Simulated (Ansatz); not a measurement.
**Ca on Co(0001): change of the work function**

Aim: the work function of Co(0001) at several coverages of Ca (fcc site), and the dipole that each adsorbate carries.

Method: plane-wave DFT, PBE, Ansatz PAW, in Ansatz 0.2.0.

## (1) The structure

The cell holds 4 atoms: 4 Co. Cell: a = 2.510 Å, b = 2.510 Å, c = 24.107 Å, α = 90.0°, β = 90.0°, γ = 60.0°. Vacuum lies along c.

## (2) The clean slab

The bare slab comes first, as the zero from which every change is counted. The two lowest layers are held at bulk places and the upper ones relax. The dipole correction removes the false field that a one-sided slab makes across the periodic vacuum, so each face gets a flat vacuum level of its own.

The input, input.yaml:

```yaml
crystal:
  lattice:
    - [2.51, 0.0, 0.0]
    - [1.255, 2.1737237635, 0.0]
    - [0.0, 0.0, 24.10683]
  atoms:
    - { symbol: Co, position: [0.6666666667, 0.6666666667, 0.3733381784], spin: 1.7 }
    - { symbol: Co, position: [0.0, 0.0, 0.4577793928], spin: 1.7 }
    - { symbol: Co, position: [0.6666666667, 0.6666666667, 0.5422206072], spin: 1.7 }
    - { symbol: Co, position: [0.0, 0.0, 0.6266618216], spin: 1.7 }
magnetization:
  spin_polarized: true
kpoints:
  mp_grid: { grid: [12, 12, 1] }
hamiltonian:
  xc: pbe
scf:
  occupations: { method: fermi_dirac, width: 0.1 }
  convergence: { dr2_threshold: 1.0e-08 }
efield:
  axis: 3
  dipole_correction: true
  ramp_position: 0.97
  ramp_width: 0.06
relax:
  f_tol: 0.02
  max_steps: 60
  constraints: [{ sites: [0, 1] }]
output:
  write_potential: true
  write_density: true
  volumetric_format: npy
```

Run with:

```console
ansatz run input.yaml --threads 4 --pin off --max-ram 16384MiB --backend cpu --events-out ev --progress --plain --runs-dir out
```

Numbers of over 12 decimals in the logs are rounded to 6 here.

Log:

```text
Engine: ansatz 0.2.0, aarch64-unknown-linux-gnu
Pseudopotentials: kind: paw
Pseudopotential: Co, paw, valence charge 17, recommended cutoff 420 eV (normal), Co.paw.azcp
Functional definition: PBE
  parameter kappa = 0.804
  parameter beta = 0.066725
  exchange = pbe_x(kappa = kappa, mu = beta*pi^2/3)
  correlation = pbe_c(beta = beta)
Crystal: 4 atoms, lattice volume = 131.528 Å³
Basis set: ecut = 420 eV, 2559 PW (Γ), exchange–correlation on 36×36×324 points (8 copies of the dense FFT grid, shifted against one another)
Bands: 45, of which v1, the nominal top of the filled ones, is band 34 counted from 1 (33 counted from 0)
Symmetry: 6 space group operations
k-points: 19 of 144 (time reversal used)
Non-local potential: Co, projectors of the file, l = 0: 3, l = 1: 2, l = 2: 3, l = 3: 1
PAW form: soft (Blöchl's): semilocal exchange-correlation on the pseudo side does not see the compensation charge
PAW one-centre angular grid: Co, 590 points (default); XC on 64 Gauss nodes
Initial density: superposition of atomic densities (neutral atoms: chi_scale 0, normalization atom)
Starting moments: Σ|m| = 6.8 μB on 4 of 4 sites
Initial wavefunctions: pseudopotential atomic-orbital guess
Functional: x = pbe(κ = 0.804, μ = 0.219515), c = pbe(β = 0.066725)
SCF iter   1: F=—  HF=-20501.283179 eV  |F-HF|=—  |Δ(HF+E_count)|=         —  Δρ=4.96e-2 (↑1.05e-2 ↓4.96e-2)  dr2=5.44e0  dr2_m=7.36e-1  M=6.870 μB ∫|m|=7.076 μB  β_m=1.00  ethr=3.10e-3  p=0.000 e·Å  D=5.04e-13 V/Å  ΔV_dip=-0.00 eV  dr2_dipole=6.91e-14  V_vac-E_F(+/−)=7.43/7.43 eV  ⟨swp⟩=11.6  Hψ=9064  notcnv=0  defer=12
Mixer restart at iter 1: flushing history
efield: sawtooth ramp at fractional position 0.9700 (set: `efield.ramp_position`, or a place that a band, a saddle search or an elastic batch's reference lends), width 0.0600; the density the first Hamiltonian is built on has a dipole p = 0.000 e·Å; the dipole correction subtracts the counter field D = 5.04e-13 V/Å, which shifts the + side's vacuum level by -0.00 eV against the − side's; the planar-averaged density in the ramp window peaks in size at 9.3e-6 e/Å³
preconditioner: auto → LDOS  [metal: Δε(μ)=0.017 eV  Ē_g=6.887 eV  σ=0.100 eV  W_gap=0.04  n_scr=18 (ndim 8)  ℏωp=19.4 eV  f_vac=0.597  D(μ)=4.76/eV (n_scr^D=18)]
spin=Collinear: LDOS preconditioning applied to the charge; magnetization (m = ρ↑ − ρ↓) channel mixes plain (no charge-response kernel on spin).
SCF iter   2: F=—  HF=-20500.677815 eV  |F-HF|=—  |Δ(HF+E_count)|=   6.05e-1  Δρ=1.21e-2 (↑1.21e-2 ↓7.84e-3)  dr2=4.83e-1  dr2_m=7.43e-2  M=6.898 μB ∫|m|=7.367 μB  β_m=0.34  ethr=3.10e-3  p=-0.000 e·Å  D=-2.46e-5 V/Å  ΔV_dip=0.00 eV  dr2_dipole=1.91e-7  V_vac-E_F(+/−)=6.53/6.53 eV  ⟨swp⟩=2.7  Hψ=3071  notcnv=0  defer=51
density mixer auto → msr1: a metal under ldos (density of states about μ 3.22 of a free-electron gas's, 18 screened modes)
SCF iter   3: F=—  HF=-20501.994777 eV  |F-HF|=—  |Δ(HF+E_count)|=    1.32e0  Δρ=4.76e-3 (↑4.76e-3 ↓4.65e-3)  dr2=9.37e-2  dr2_m=1.60e-2  M=6.919 μB ∫|m|=7.458 μB  β_m=0.48  ethr=7.10e-4  p=-0.000 e·Å  D=-4.93e-6 V/Å  ΔV_dip=0.00 eV  dr2_dipole=8.08e-8  V_vac-E_F(+/−)=5.92/5.92 eV  ⟨swp⟩=2.9  Hψ=2992  notcnv=0  defer=51
SCF iter   4: F=—  HF=-20502.978219 eV  |F-HF|=—  |Δ(HF+E_count)|=         —  Δρ=5.17e-3 (↑5.17e-3 ↓2.79e-3)  dr2=4.72e-2  dr2_m=7.71e-3  M=6.980 μB ∫|m|=7.615 μB  β_m=0.48  ethr=1.38e-4  p=0.000 e·Å  D=1.00e-6 V/Å  ΔV_dip=-0.00 eV  dr2_dipole=3.72e-8  V_vac-E_F(+/−)=5.27/5.27 eV  ⟨swp⟩=3.2  Hψ=3763  notcnv=0  defer=53
SCF iter   5: F=—  HF=-20503.130186 eV  |F-HF|=—  |Δ(HF+E_count)|=   1.52e-1  Δρ=2.48e-3 (↑1.51e-3 ↓2.48e-3)  dr2=1.24e-2  dr2_m=1.57e-3  M=6.908 μB ∫|m|=7.565 μB  β_m=0.64  ethr=6.94e-5  p=0.000 e·Å  D=1.27e-6 V/Å  ΔV_dip=-0.00 eV  dr2_dipole=5.37e-10  V_vac-E_F(+/−)=5.11/5.11 eV  ⟨swp⟩=2.2  Hψ=3111  notcnv=0  defer=53
SCF iter   6: F=—  HF=-20503.154936 eV  |F-HF|=—  |Δ(HF+E_count)|=   2.48e-2  Δρ=1.15e-3 (↑8.50e-4 ↓1.15e-3)  dr2=3.50e-3  dr2_m=1.52e-4  M=6.880 μB ∫|m|=7.545 μB  β_m=0.80  ethr=1.83e-5  p=0.000 e·Å  D=2.95e-6 V/Å  ΔV_dip=-0.00 eV  dr2_dipole=6.98e-9  V_vac-E_F(+/−)=5.04/5.04 eV  ⟨swp⟩=2.1  Hψ=2807  notcnv=0  defer=53
SCF iter   7: F=—  HF=-20503.158756 eV  |F-HF|=—  |Δ(HF+E_count)|=   3.82e-3  Δρ=5.96e-4 (↑5.02e-4 ↓5.96e-4)  dr2=1.26e-3  dr2_m=2.25e-5  M=6.862 μB ∫|m|=7.535 μB  β_m=0.70  ethr=5.15e-6  p=-0.000 e·Å  D=-6.61e-6 V/Å  ΔV_dip=0.00 eV  dr2_dipole=4.71e-8  V_vac-E_F(+/−)=5.00/5.00 eV  ⟨swp⟩=2.4  Hψ=3309  notcnv=0  defer=55
SCF iter   8: F=—  HF=-20503.158660 eV  |F-HF|=—  |Δ(HF+E_count)|=   9.67e-5  Δρ=1.88e-4 (↑1.88e-4 ↓1.66e-4)  dr2=7.45e-5  dr2_m=6.98e-6  M=6.861 μB ∫|m|=7.536 μB  β_m=0.70  ethr=1.85e-6  p=0.000 e·Å  D=1.90e-6 V/Å  ΔV_dip=-0.00 eV  dr2_dipole=1.38e-10  V_vac-E_F(+/−)=4.99/4.99 eV  ⟨swp⟩=2.4  Hψ=3092  notcnv=0  defer=56
SCF iter   9: F=—  HF=-20503.158672 eV  |F-HF|=—  |Δ(HF+E_count)|=   1.27e-5  Δρ=6.53e-5 (↑3.95e-5 ↓6.53e-5)  dr2=5.92e-6  dr2_m=2.71e-6  M=6.858 μB ∫|m|=7.537 μB  β_m=0.79  ethr=1.10e-7  p=-0.000 e·Å  D=-1.04e-6 V/Å  ΔV_dip=0.00 eV  dr2_dipole=6.55e-10  V_vac-E_F(+/−)=4.98/4.98 eV  ⟨swp⟩=2.6  Hψ=2918  notcnv=0  defer=56
SCF iter  10: F=—  HF=-20503.158675 eV  |F-HF|=—  |Δ(HF+E_count)|=   2.25e-6  Δρ=3.81e-5 (↑3.81e-5 ↓2.00e-5)  dr2=3.10e-6  dr2_m=1.73e-7  M=6.858 μB ∫|m|=7.537 μB  β_m=0.68  ethr=8.70e-9  p=0.000 e·Å  D=2.53e-6 V/Å  ΔV_dip=-0.00 eV  dr2_dipole=6.49e-9  V_vac-E_F(+/−)=4.98/4.98 eV  ⟨swp⟩=2.4  Hψ=2802  notcnv=0  defer=56
SCF iter  11: F=—  HF=-20503.158675 eV  |F-HF|=—  |Δ(HF+E_count)|=   4.99e-7  Δρ=1.15e-5 (↑6.30e-6 ↓1.15e-5)  dr2=2.56e-7  dr2_m=6.68e-8  M=6.857 μB ∫|m|=7.537 μB  β_m=0.59  ethr=4.56e-9  p=-0.000 e·Å  D=-2.92e-6 V/Å  ΔV_dip=0.00 eV  dr2_dipole=1.05e-8  V_vac-E_F(+/−)=4.98/4.98 eV  ⟨swp⟩=2.3  Hψ=2831  notcnv=0  defer=56
SCF iter  12: F=—  HF=-20503.158675 eV  |F-HF|=—  |Δ(HF+E_count)|=   9.93e-8  Δρ=6.32e-6 (↑3.05e-6 ↓6.32e-6)  dr2=3.02e-8  dr2_m=2.20e-8  M=6.857 μB ∫|m|=7.537 μB  β_m=0.79  ethr=3.77e-10  p=0.000 e·Å  D=3.20e-7 V/Å  ΔV_dip=-0.00 eV  dr2_dipole=3.26e-10  V_vac-E_F(+/−)=4.98/4.98 eV  ⟨swp⟩=2.3  Hψ=2600  notcnv=0  defer=56
SCF iter  13: F=—  HF=-20503.158675 eV  |F-HF|=—  |Δ(HF+E_count)|=   8.20e-8  Δρ=3.67e-6 (↑3.67e-6 ↓3.22e-6)  dr2=5.57e-8  dr2_m=3.60e-9  M=6.857 μB ∫|m|=7.538 μB  β_m=0.63  ethr=4.44e-11  p=-0.000 e·Å  D=-2.65e-6 V/Å  ΔV_dip=0.00 eV  dr2_dipole=1.06e-8  V_vac-E_F(+/−)=4.98/4.98 eV  ⟨swp⟩=3.1  Hψ=3575  notcnv=0  defer=56
[...]
preconditioner: auto → LDOS  [metal: Δε(μ)=0.011 eV  Ē_g=6.720 eV  σ=0.100 eV  W_gap=0.03  n_scr=12 (ndim 8)  ℏωp=19.4 eV  f_vac=0.612  D(μ)=3.74/eV (n_scr^D=16)]
spin=Collinear: LDOS preconditioning applied to the charge; magnetization (m = ρ↑ − ρ↓) channel mixes plain (no charge-response kernel on spin).
SCF iter   2: F=—  HF=-20503.182460 eV  |F-HF|=—  |Δ(HF+E_count)|=   6.54e-5  Δρ=1.31e-4 (↑1.31e-4 ↓1.26e-4)  dr2=3.27e-4  dr2_m=1.50e-6  M=6.834 μB ∫|m|=7.500 μB  β_m=0.31  ethr=1.53e-6  p=0.002 e·Å  D=2.56e-3 V/Å  ΔV_dip=-0.06 eV  dr2_dipole=1.26e-4  V_vac-E_F(+/−)=4.93/4.99 eV  ⟨swp⟩=2.1  Hψ=2531  notcnv=0  defer=64
density mixer auto → msr1: a metal under ldos (density of states about μ 2.82 of a free-electron gas's, 18 screened modes)
SCF iter   3: F=—  HF=-20503.182459 eV  |F-HF|=—  |Δ(HF+E_count)|=   8.64e-7  Δρ=1.32e-4 (↑1.32e-4 ↓6.95e-5)  dr2=8.49e-5  dr2_m=6.29e-6  M=6.834 μB ∫|m|=7.500 μB  β_m=0.44  ethr=4.81e-7  p=0.002 e·Å  D=2.44e-3 V/Å  ΔV_dip=-0.06 eV  dr2_dipole=2.77e-5  V_vac-E_F(+/−)=4.93/4.99 eV  ⟨swp⟩=1.6  Hψ=1860  notcnv=0  defer=64
SCF iter   4: F=—  HF=-20503.182475 eV  |F-HF|=—  |Δ(HF+E_count)|=   1.58e-5  Δρ=6.00e-5 (↑5.17e-5 ↓6.00e-5)  dr2=2.34e-5  dr2_m=2.73e-6  M=6.835 μB ∫|m|=7.501 μB  β_m=0.50  ethr=1.25e-7  p=0.002 e·Å  D=2.49e-3 V/Å  ΔV_dip=-0.06 eV  dr2_dipole=6.53e-6  V_vac-E_F(+/−)=4.93/4.99 eV  ⟨swp⟩=1.8  Hψ=2028  notcnv=0  defer=64
SCF iter   5: F=—  HF=-20503.182484 eV  |F-HF|=—  |Δ(HF+E_count)|=   8.94e-6  Δρ=5.34e-5 (↑5.34e-5 ↓3.33e-5)  dr2=7.93e-7  dr2_m=2.13e-6  M=6.836 μB ∫|m|=7.501 μB  β_m=0.64  ethr=3.44e-8  p=0.002 e·Å  D=2.54e-3 V/Å  ΔV_dip=-0.06 eV  dr2_dipole=1.53e-7  V_vac-E_F(+/−)=4.93/4.99 eV  ⟨swp⟩=2.0  Hψ=2380  notcnv=0  defer=64
SCF iter   6: F=—  HF=-20503.182487 eV  |F-HF|=—  |Δ(HF+E_count)|=   3.70e-6  Δρ=2.43e-5 (↑2.43e-5 ↓7.21e-6)  dr2=7.27e-7  dr2_m=1.91e-7  M=6.836 μB ∫|m|=7.502 μB  β_m=0.65  ethr=1.17e-9  p=0.002 e·Å  D=2.57e-3 V/Å  ΔV_dip=-0.06 eV  dr2_dipole=2.86e-8  V_vac-E_F(+/−)=4.93/4.99 eV  ⟨swp⟩=3.0  Hψ=3471  notcnv=0  defer=64
SCF iter   7: F=—  HF=-20503.182487 eV  |F-HF|=—  |Δ(HF+E_count)|=   1.19e-7  Δρ=9.49e-6 (↑8.56e-6 ↓9.49e-6)  dr2=4.08e-7  dr2_m=2.71e-8  M=6.836 μB ∫|m|=7.502 μB  β_m=0.57  ethr=1.07e-9  p=0.002 e·Å  D=2.57e-3 V/Å  ΔV_dip=-0.06 eV  dr2_dipole=7.01e-8  V_vac-E_F(+/−)=4.93/4.99 eV  ⟨swp⟩=2.0  Hψ=2982  notcnv=0  defer=64
SCF iter   8: F=—  HF=-20503.182487 eV  |F-HF|=—  |Δ(HF+E_count)|=   3.91e-8  Δρ=3.66e-6 (↑3.66e-6 ↓2.36e-6)  dr2=1.56e-8  dr2_m=9.75e-9  M=6.836 μB ∫|m|=7.502 μB  β_m=0.70  ethr=6.00e-10  p=0.002 e·Å  D=2.57e-3 V/Å  ΔV_dip=-0.06 eV  dr2_dipole=9.30e-10  V_vac-E_F(+/−)=4.93/4.99 eV  ⟨swp⟩=2.4  Hψ=2856  notcnv=0  defer=64
SCF iter   9: F=—  HF=-20503.182487 eV  |F-HF|=—  |Δ(HF+E_count)|=   4.03e-8  Δρ=1.38e-6 (↑1.31e-6 ↓1.38e-6)  dr2=4.04e-9  dr2_m=1.04e-9  M=6.836 μB ∫|m|=7.502 μB  β_m=0.65  ethr=2.30e-11  p=0.002 e·Å  D=2.57e-3 V/Å  ΔV_dip=-0.06 eV  dr2_dipole=1.27e-10  V_vac-E_F(+/−)=4.93/4.99 eV  ⟨swp⟩=2.8  Hψ=3042  notcnv=0  defer=64
SCF iter  10: F=—  HF=-20503.182487 eV  |F-HF|=—  |Δ(HF+E_count)|=   7.22e-9  Δρ=1.37e-6 (↑8.82e-7 ↓1.37e-6)  dr2=1.39e-8  dr2_m=3.69e-10  M=6.836 μB ∫|m|=7.502 μB  β_m=0.67  ethr=5.94e-12  p=0.002 e·Å  D=2.57e-3 V/Å  ΔV_dip=-0.06 eV  dr2_dipole=4.02e-9  V_vac-E_F(+/−)=4.93/4.99 eV  ⟨swp⟩=2.8  Hψ=3515  notcnv=0  defer=64
SCF iter  11: F=-20503.182487 eV  HF=-20503.182487 eV  |F-HF|=5.18e-9  |Δ(HF+E_count)|=   2.51e-9  Δρ=8.80e-7 (↑3.13e-7 ↓8.80e-7)  dr2=4.60e-9  dr2_m=2.09e-10  M=6.836 μB ∫|m|=7.502 μB  ethr=5.94e-12  p=0.002 e·Å  D=2.57e-3 V/Å  ΔV_dip=-0.06 eV  dr2_dipole=1.32e-9  V_vac-E_F(+/−)=4.93/4.99 eV  ⟨swp⟩=7.0  Hψ=9563  notcnv=0
SCF 4 converged in 11 iterations: F = -20503.182487 eV  dr2 = 4.60e-9
relax step   4: F+E_penalty+E_count = -20503.18248727 eV  Δ(F+E_penalty+E_count) = -2.578e-4 eV  max|allowed force component| = 6.602e-3 eV/Å  Δτ_max = 0.0084 Å  (11 SCF iters, accepted)
NSCF: frozen V_eff on 19 k-points
the band table was solved once a step of the walk had ended and its energy, with any forces and stress, was formed, with the checks that follow a solve (9233 applications of the Hamiltonian). They found nothing against the state; the energy, forces and stress were not computed again (output.eigenvalues in the input reference)
WARN: The output density's exchange-correlation potential varies sharply where the density is thin. Do not read a vacuum level from v_tot or v_xc, or from such a field of the output density. On a cell that repeats whose density bears no net charge and no dipole along the vacuum's axis use v_es (v_loc + v_h of the components); under efield.dipole_correction with no amplitude use v_es + v_field, which holds any externa [...]
SCF converged after 11 iterations
Magnetization: 6.8365 μB (37.4182 up, 30.5818 down)
Absolute magnetization: 7.5041 μB (∫|ρ↑−ρ↓|, with the PAW one-centre terms)
Spin contamination: 0.1418 ħ² per cell (⟨S²⟩ above its minimum at these occupations)
Per-site moments (μB) at R_I (Å): [(1.819632, 1.030734), (1.757752, 1.030734), (1.742027, 1.000660), (1.792708, 1.000660)]
Free energy (F): -20503.182487 eV
Harris-Foulkes:  -20503.182487 eV  (|F-HF|=5.18e-9)
Internal energy: -20503.052780 eV  (E = F + TS)
E sigma→0 (E₀):  -20503.117634 eV
Entropy (-TS):   -0.129707 eV (-32.427 meV/atom)
Fermi energy:    2.954768 eV
Dipole field:    D = 0.002626 V/Å  (p = 0.001909 e·Å, saw-weighted, corrected)
Work function:   Φ+ = 4.9253 eV   Φ− = 4.9886 eV
Levels:          The Fermi level and band energies are counted from a zero that moves with the ramp; work functions are not
--- Per-component energies (eV) ---
  E_band       = -2041.790011
  E_kinetic    = 1808.861082
  E_local      = -151342.607085  (includes V_loc(G=0)·N_el)
  E_nonlocal   = 1821.381808
  E_hartree    = 74222.730396
  E_xc         = -632.279232
  E_vxc        = -815.577330  (∫ρ·V_xc dr)
  E_paw        = -6063.646017  (= ΣΔE_a)
  E_vpaw       = -1959.317964  (= ΣTr[D̂ρ^β])
  E_aug_tail   = 0.000301  (compensation charges beyond the density's cutoff)
  E_efield     = 0.000003  (sawtooth field / dipole correction)
  E_vefield    = 0.003157  (∫n·V_field dr)
  E_ewald      = 59682.505964
  E_smearing   = -0.129707  (= −TS)
  E_closure    = -0.000000  (closes the sum)
  Σ components = -20503.182487   (vs F -20503.182487, Δ=0.00e0)
--- Forces (eV/Å), atoms counted from 1 ---
  atom   1  Co     0.00000000     0.00000000     0.50233302
  atom   2  Co    -0.00000000     0.00000000    -0.49982607
  atom   3  Co     0.00000000    -0.00000000     0.00407533
  atom   4  Co    -0.00000000    -0.00000000    -0.00660206
  max |Σ_I F_I| component: 1.98e-5 eV/Å
--- Band table (eV; the first three rows and the last of 38) ---
  k-point 0 ↑: bands = [... 30 lower, 0.6027, 1.1317, 1.1317, 1.5257, 1.5257, 1.8851, 1.8851, 2.0257, ... 7 higher]
  k-point 1 ↑: bands = [... 30 lower, 0.6932, 1.0395, 1.1017, 1.3850, 1.5039, 1.5354, 1.7908, 1.8846, ... 7 higher]
  k-point 2 ↑: bands = [... 30 lower, 0.8036, 0.9408, 1.0332, 1.1441, 1.4384, 1.4726, 1.8810, 2.0831, ... 7 higher]
  k-point 18 ↓: bands = [... 30 lower, 3.1142, 3.7214, 3.7507, 3.8049, 3.9140, 3.9574, 8.5075, 8.8942, ... 7 higher]
--- Relaxed structure (4 steps of the walk, 4 accepted, 0 SCFs on fresh bases) ---
  F+E_penalty+E_count = -20503.18248727 eV   max|allowed force component| = 6.602e-3 eV/Å
  atoms:
    - { symbol: Co, position: [0.666667, 0.666667, 0.373338] }
    - { symbol: Co, position: [0.0, 0.0, 0.4577793928] }
    - { symbol: Co, position: [0.666667, 0.666667, 0.542627] }
    - { symbol: Co, position: [-4.105840236310963e-18, 0, 0.623327] }
```

Wall time 34 s (4 threads of Arm Neoverse V1, shared host); peak memory 0.54 GiB.

Relaxation path:

```tsv
step	energy less that of the first step (eV)	largest force component (eV/Å)
1	0.0000	0.4887
2	-0.0156	0.3161
3	-0.0236	0.0611
4	-0.0238	0.0066
```

The run keeps the 6 symmetry operations that it works with, so distortions that break them were not tested.

The atoms that moved most (Å):

```tsv
atom	dx	dy	dz	length
Co4	0.000	0.000	-0.080	0.080
Co3	0.000	0.000	0.010	0.010
```

Final coordinates:

```xyz
4
Lattice="2.5100 0.0000 0.0000 1.2550 2.1737 0.0000 0.0000 0.0000 24.1068" Properties=species:S:1:pos:R:3
Co    2.5100    1.4491    9.0000
Co    0.0000    0.0000   11.0356
Co    2.5100    1.4491   13.0810
Co    0.0000    0.0000   15.0264
```

Numbers from this step:

| Quantity | Value |
| --- | --- |
| energy at zero smearing | -20503.1176 eV |
| total moment | 6.836 μB |
| site moments | 1.820, 1.758, 1.742, 1.793 μB |
| work function, upper face | 4.925 eV |
| work function, lower face | 4.989 eV |
| dipole along the normal | 0.001909 e·Å |
| step between the vacuum levels | -0.06331 eV |

Running mean over 2.03561 Å of the planar mean; the ramp of the sawtooth is left out. Electron's electrostatic potential energy less the Fermi level against z:

```tsv
z (Å)	electron's electrostatic potential energy less the Fermi level (eV)
3.0	4.99
3.5	4.99
4.0	4.99
4.5	4.99
5.0	4.98
5.5	4.97
6.0	4.92
6.5	4.76
7.0	4.21
7.5	1.91
8.0	-3.46
8.5	-8.57
9.0	-10.3
9.5	-10.5
10.0	-10.5
10.5	-10.5
11.0	-10.6
11.5	-10.5
12.0	-10.5
12.5	-10.5
13.0	-10.6
13.5	-11.1
14.0	-11.5
14.5	-11.2
15.0	-10.4
15.5	-8.77
16.0	-3.80
16.5	1.67
17.0	4.09
17.5	4.69
18.0	4.86
18.5	4.91
19.0	4.92
19.5	4.92
20.0	4.93
20.5	4.93
21.0	4.93
```

Site moment by atom:

```tsv
atom	site moment (μB)
Co1	1.82
Co2	1.76
Co3	1.74
Co4	1.79
```

The relaxation took 4 steps and lowered the energy by 0.024 eV; the largest force on the free atoms ends at 0.0066 eV/Å.

The work function of the upper face is 4.93 eV.

(Continued in part 2 of 3.)

[Logs are printed without paths, hosts, clocks, repeated set-up lines and the standing remarks that a program may print on its own settings, such as how far it seeks lower states.]

[Hosts, paths, dates, database ids (printed as entryN), source tags and the programs' standing remarks are cut or masked in the printed files.]

[Maps of the electrostatic potential energy from Ansatz leave out the sawtooth potential of an applied field or a dipole correction, so their vacuum need not be flat; planar profiles and work functions include it.]
